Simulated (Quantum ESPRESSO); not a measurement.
# Collinear magnetic orders of LaAsRuO with Quantum ESPRESSO, part 2 of 2

Aim: find out which collinear order of LaAsRuO costs least.

Quantum ESPRESSO 7.5; PBE; plane waves with GBRV 1.5 PBE potentials, no spin-orbit coupling.

So far: Starting point; Run 1, typed as ferro ++.

**3. Start 2: antiferro +−**

Input file pw.in:

```
&CONTROL
  calculation = 'scf'
  prefix = 'pwscf'
  outdir = './tmp'
  pseudo_dir = './pseudo'
  disk_io = 'nowf'
/
&SYSTEM
  ibrav = 0
  celldm(1) = 8
  nat = 8
  ntyp = 5
  ecutwfc = 40
  ecutrho = 280
  nbnd = 50
  occupations = 'smearing'
  smearing = 'fd'
  degauss = 0.00367493
  nspin = 2
  starting_magnetization(1) = 0
  starting_magnetization(2) = 0
  starting_magnetization(3) = 0.0938
  starting_magnetization(4) = -0.0938
  starting_magnetization(5) = 0
/
&ELECTRONS
  conv_thr = 1.6d-08
  electron_maxstep = 150
  mixing_beta = 0.3
/
ATOMIC_SPECIES
La    138.9055 la_pbe_v1.uspp.F.UPF
As     74.9216 as_pbe_v1.uspp.F.UPF
Ru1   101.0700 ru_pbe_v1.2.uspp.F.UPF
Ru2   101.0700 ru_pbe_v1.2.uspp.F.UPF
O      15.9990 o_pbe_v1.2.uspp.F.UPF
CELL_PARAMETERS alat
   0.9730908462995    0.0000000000000    0.0000000000000
   0.0000000000000    0.9730908462995    0.0000000000000
   0.0000000000000    0.0000000000000    2.0057789302544
ATOMIC_POSITIONS crystal
La      0.0000000000    0.5000000000    0.7898370000
La      0.5000000000    0.0000000000    0.2101630000
As      0.0000000000    0.5000000000    0.4451850000
As      0.5000000000    0.0000000000    0.5548150000
Ru1     0.0000000000    0.0000000000    0.0000000000
Ru2     0.5000000000    0.5000000000    0.0000000000
O       0.0000000000    0.0000000000    0.5000000000
O       0.5000000000    0.5000000000    0.5000000000
K_POINTS automatic
8 8 4 0 0 0
```

Command:

```
> OMP_NUM_THREADS=1 mpirun -n 4 pw.x -nk 4 -in pw.in > pw.out
```

Log:

```text
[banner, memory and clock lines left out]
Program PWSCF v.7.5 starts

     Message from routine setup:
     using ibrav=0 with symmetry is DISCOURAGED, use correct ibrav instead

     bravais-lattice index     =            0
     lattice parameter (alat)  =       8.0000  a.u.
     unit-cell volume          =     972.4333 (a.u.)^3
     number of atoms/cell      =            8
     number of atomic types    =            5
     number of electrons       =        76.00
     number of Kohn-Sham states=           50
     kinetic-energy cutoff     =      40.0000  Ry
     charge density cutoff     =     280.0000  Ry
     scf convergence threshold =      1.6E-08
     mixing beta               =       0.3000
     number of iterations used =            8  plain     mixing
     Exchange-correlation= SLA  PW   PBE  PBE
                           (   1   4   3   4   0   0   0)

     celldm(1)=   8.000000  celldm(2)=   0.000000  celldm(3)=   0.000000
     celldm(4)=   0.000000  celldm(5)=   0.000000  celldm(6)=   0.000000

     crystal axes: (cart. coord. in units of alat)
               a(1) = (   0.973091   0.000000   0.000000 )
               a(2) = (   0.000000   0.973091   0.000000 )
               a(3) = (   0.000000   0.000000   2.005779 )

     reciprocal axes: (cart. coord. in units 2 pi/alat)
               b(1) = (  1.027653  0.000000  0.000000 )
               b(2) = (  0.000000  1.027653  0.000000 )
               b(3) = (  0.000000  0.000000  0.498559 )

     PseudoPot. # 1 for La read from file:
     la_pbe_v1.uspp.F.UPF
     Pseudo is Ultrasoft + core correction, Zval = 11.0

     PseudoPot. # 2 for As read from file:
     as_pbe_v1.uspp.F.UPF
     Pseudo is Ultrasoft + core correction, Zval =  5.0

     PseudoPot. # 3 for Ru read from file:
     ru_pbe_v1.2.uspp.F.UPF
     Pseudo is Ultrasoft + core correction, Zval = 16.0

     PseudoPot. # 4 for Ru read from file:
     ru_pbe_v1.2.uspp.F.UPF
     Pseudo is Ultrasoft + core correction, Zval = 16.0

     PseudoPot. # 5 for O  read from file:
     o_pbe_v1.2.uspp.F.UPF
     Pseudo is Ultrasoft + core correction, Zval =  6.0

     atomic species   valence    mass     pseudopotential
     La               11.00   138.90550     La( 1.00)
     As                5.00    74.92160     As( 1.00)
     Ru1              16.00   101.07000     Ru( 1.00)
     Ru2              16.00   101.07000     Ru( 1.00)
     O                 6.00    15.99900     O ( 1.00)

     Starting magnetic structure
     atomic species   magnetization
     La              0.000
     As              0.000
     Ru1             0.094
     Ru2            -0.094
     O               0.000

      8 Sym. Ops. (no inversion) found

   Cartesian axes

     site n.     atom                  positions (alat units)
         1        La     tau(   1) = (   0.0000000   0.4865454   1.5842384  )
         2        La     tau(   2) = (   0.4865454   0.0000000   0.4215405  )
         3        As     tau(   3) = (   0.0000000   0.4865454   0.8929427  )
         4        As     tau(   4) = (   0.4865454   0.0000000   1.1128362  )
         5        Ru1    tau(   5) = (   0.0000000   0.0000000   0.0000000  )
         6        Ru2    tau(   6) = (   0.4865454   0.4865454   0.0000000  )
         7        O      tau(   7) = (   0.0000000   0.0000000   1.0028895  )
         8        O      tau(   8) = (   0.4865454   0.4865454   1.0028895  )

     number of k points=    45  Fermi-Dirac smearing, width (Ry)=  0.0037
                       cart. coord. in units 2pi/alat
        k(    1) = (   0.0000000   0.0000000   0.0000000), wk =   0.0039062
        k(    2) = (   0.0000000   0.0000000   0.1246399), wk =   0.0078125
        k(    3) = (   0.0000000   0.0000000  -0.2492797), wk =   0.0039062
        k(    4) = (   0.0000000   0.1284567   0.0000000), wk =   0.0156250
        k(    5) = (   0.0000000   0.1284567   0.1246399), wk =   0.0312500
        [... 40 further k-points ...]

     Dense  grid:    77005 G-vectors     FFT dimensions: (  45,  45,  90)

     Smooth grid:    33257 G-vectors     FFT dimensions: (  32,  32,  72)

     Generating pointlists ...
     new r_m :   0.2655 (alat units)  2.1244 (a.u.) for type    1
     new r_m :   0.2058 (alat units)  1.6461 (a.u.) for type    2
     new r_m :   0.2655 (alat units)  2.1244 (a.u.) for type    3
     new r_m :   0.2655 (alat units)  2.1244 (a.u.) for type    4
     new r_m :   0.2058 (alat units)  1.6461 (a.u.) for type    5

     Initial potential from superposition of free atoms

     starting charge      73.9353, renormalised to      76.0000

     negative rho (up, down):  1.473E-01 1.471E-01
     Starting wfcs are   82 randomized atomic wfcs

     Self-consistent Calculation

     iteration #  1     ecut=    40.00 Ry     beta= 0.30
     Davidson diagonalization with overlap
     ethr =  1.00E-02,  avg # of iterations =  2.0

     negative rho (up, down):  1.209E-01 1.207E-01

     total energy              =    -717.27456819 Ry
     estimated scf accuracy    <      50.57456947 Ry

     total magnetization       =    -0.00 Bohr mag/cell
     absolute magnetization    =     0.42 Bohr mag/cell

     iteration #  2     ecut=    40.00 Ry     beta= 0.30
     Davidson diagonalization with overlap
     ethr =  1.00E-02,  avg # of iterations =  7.8

     negative rho (up, down):  1.221E-01 1.219E-01

     total energy              =    -726.91968177 Ry
     estimated scf accuracy    <     260.75454084 Ry

     total magnetization       =     0.01 Bohr mag/cell
     absolute magnetization    =     0.06 Bohr mag/cell

     [... further iterations left out ...]

     iteration # 19     ecut=    40.00 Ry     beta= 0.30
     Davidson diagonalization with overlap
     ethr =  1.16E-10,  avg # of iterations =  5.6

     negative rho (up, down):  1.031E-01 1.031E-01

     total energy              =    -738.55041195 Ry
     estimated scf accuracy    <       0.00000051 Ry

     total magnetization       =    -0.00 Bohr mag/cell
     absolute magnetization    =     0.00 Bohr mag/cell

     iteration # 20     ecut=    40.00 Ry     beta= 0.30
     Davidson diagonalization with overlap
     ethr =  1.16E-10,  avg # of iterations =  5.0

     negative rho (up, down):  1.031E-01 1.031E-01

     Magnetic moment per site  (integrated on atomic sphere of radius R)
     atom   1 (R=0.266)  charge=  7.5516  magn= -0.0000
     atom   2 (R=0.266)  charge=  7.5516  magn= -0.0000
     atom   3 (R=0.206)  charge=  1.8072  magn=  0.0000
     atom   4 (R=0.206)  charge=  1.8072  magn=  0.0000
     atom   5 (R=0.266)  charge= 14.3054  magn=  0.0003
     atom   6 (R=0.266)  charge= 14.3042  magn= -0.0002
     atom   7 (R=0.206)  charge=  5.6967  magn= -0.0000
     atom   8 (R=0.206)  charge=  5.6956  magn=  0.0000

     End of self-consistent calculation

     [... lines left out ...]
     the Fermi energy is    13.3024 ev

!    total energy              =    -738.55041203 Ry
     estimated scf accuracy    <       0.00000002 Ry
     smearing contrib. (-TS)   =      -0.00287555 Ry
     internal energy E=F+TS    =    -738.54753648 Ry

     The total energy is F=E-TS. E is the sum of the following terms:
     one-electron contribution =    -262.45977853 Ry
     hartree contribution      =     174.01122289 Ry
     xc contribution           =    -228.95880173 Ry
     ewald contribution        =    -421.14017910 Ry

     total magnetization       =     0.00 Bohr mag/cell
     absolute magnetization    =     0.00 Bohr mag/cell

     convergence has been achieved in  20 iterations
```

The job ended after 2 min (4 MPI ranks of AMD EPYC 9R45, shared host; peak memory 1.6 GiB).

Spin moment in the atom's sphere by atom:

```csv
atom,spin moment in the atom's sphere (μB)
La1,0.0000
La2,0.0000
As3,0.0000
As4,0.0000
Ru5,0.0003
Ru6,-0.0002
O7,0.0000
O8,0.0000
```

Numbers from this step:

| Quantity | Value |
| --- | --- |
| smearing term TS | 0.03912 eV |
| magnetization | 0 μB |
| absolute magnetization | 0 μB |
| final state | non-magnetic |

**4. Start 3: no spin polarisation**

Changes to pw.in since step 3:

```diff
@@ -11,3 +11,3 @@
   nat = 8
-  ntyp = 5
+  ntyp = 4
   ecutwfc = 40
@@ -18,8 +18,2 @@
   degauss = 0.00367493
-  nspin = 2
-  starting_magnetization(1) = 0
-  starting_magnetization(2) = 0
-  starting_magnetization(3) = 0.0938
-  starting_magnetization(4) = -0.0938
-  starting_magnetization(5) = 0
 /
@@ -33,4 +27,3 @@
 As     74.9216 as_pbe_v1.uspp.F.UPF
-Ru1   101.0700 ru_pbe_v1.2.uspp.F.UPF
-Ru2   101.0700 ru_pbe_v1.2.uspp.F.UPF
+Ru    101.0700 ru_pbe_v1.2.uspp.F.UPF
 O      15.9990 o_pbe_v1.2.uspp.F.UPF
@@ -45,4 +38,4 @@
 As      0.5000000000    0.0000000000    0.5548150000
-Ru1     0.0000000000    0.0000000000    0.0000000000
-Ru2     0.5000000000    0.5000000000    0.0000000000
+Ru      0.0000000000    0.0000000000    0.0000000000
+Ru      0.5000000000    0.5000000000    0.0000000000
 O       0.0000000000    0.0000000000    0.5000000000
```

Log:

```text
     [... lines left out ...]
Program PWSCF v.7.5 starts
     [... lines left out ...]
     number of atoms/cell      =            8
     [... lines left out ...]
     number of electrons       =        76.00
     number of Kohn-Sham states=           50
     kinetic-energy cutoff     =      40.0000  Ry
     charge density cutoff     =     280.0000  Ry
     scf convergence threshold =      1.6E-08
     [... lines left out ...]
     16 Sym. Ops., with inversion, found ( 8 have fractional translation)
     [... lines left out ...]
     number of k points=    45  Fermi-Dirac smearing, width (Ry)=  0.0037
     [... lines left out ...]
     iteration # 17     ecut=    40.00 Ry     beta= 0.30
     [... lines left out ...]
     the Fermi energy is    13.3024 ev
!    total energy              =    -738.55042540 Ry
     estimated scf accuracy    <       0.00000001 Ry
     smearing contrib. (-TS)   =      -0.00287549 Ry
     [... lines left out ...]
     convergence has been achieved in  17 iterations
```

Elapsed: 56 s, on 4 MPI ranks; peak memory 1.2 GiB.

This step gave:

| Property | Result |
| --- | --- |
| smearing term TS | 0.03912 eV |
| final state | non-magnetic (no spin polarisation) |

**5. Energies of the orders**

An order is kept where moments of 0.15 μB or more survive with the typed signs; meshes match where a doubled cell samples the same k points as the first cell.

Orders:

```csv
start,final state,typed order kept,energy over the lowest (meV a seeded atom),largest site moment (μB),net moment (μB a cell of the first run),mesh matched,CPU time (s)
ferro ++,non-magnetic,no,0.09018,0,0,yes,514.1
antiferro +-,non-magnetic,no,0.09095,0,0,yes,482.8
no spin polarisation,non-magnetic,-,0,0,0,yes,224.5
```

**6. What came out**

| Item | Value |
| --- | --- |
| lowest state found | non-magnetic (from ferro ++, antiferro +- and no spin polarisation) |
| largest site moment | 0 μB |

The lowest state carries no moment, and no start kept one. This is the lowest of 3 collinear or spinless starts, no proof of the ground state.

[Logs and program files are shortened in this print: banners, set-up blocks, solver, clock and traceback lines can be left out without a mark of their own.]

[Logs are printed without paths, hosts, clocks, repeated set-up lines and the standing remarks that a program may print on its own settings, such as how far it seeks lower states.]

[Hosts, paths, dates, database ids (printed as entryN), source tags and the programs' standing remarks are cut or masked in the printed files.]

[Where a cell is said to come from a database of computed structures, the database is the Materials Project.]
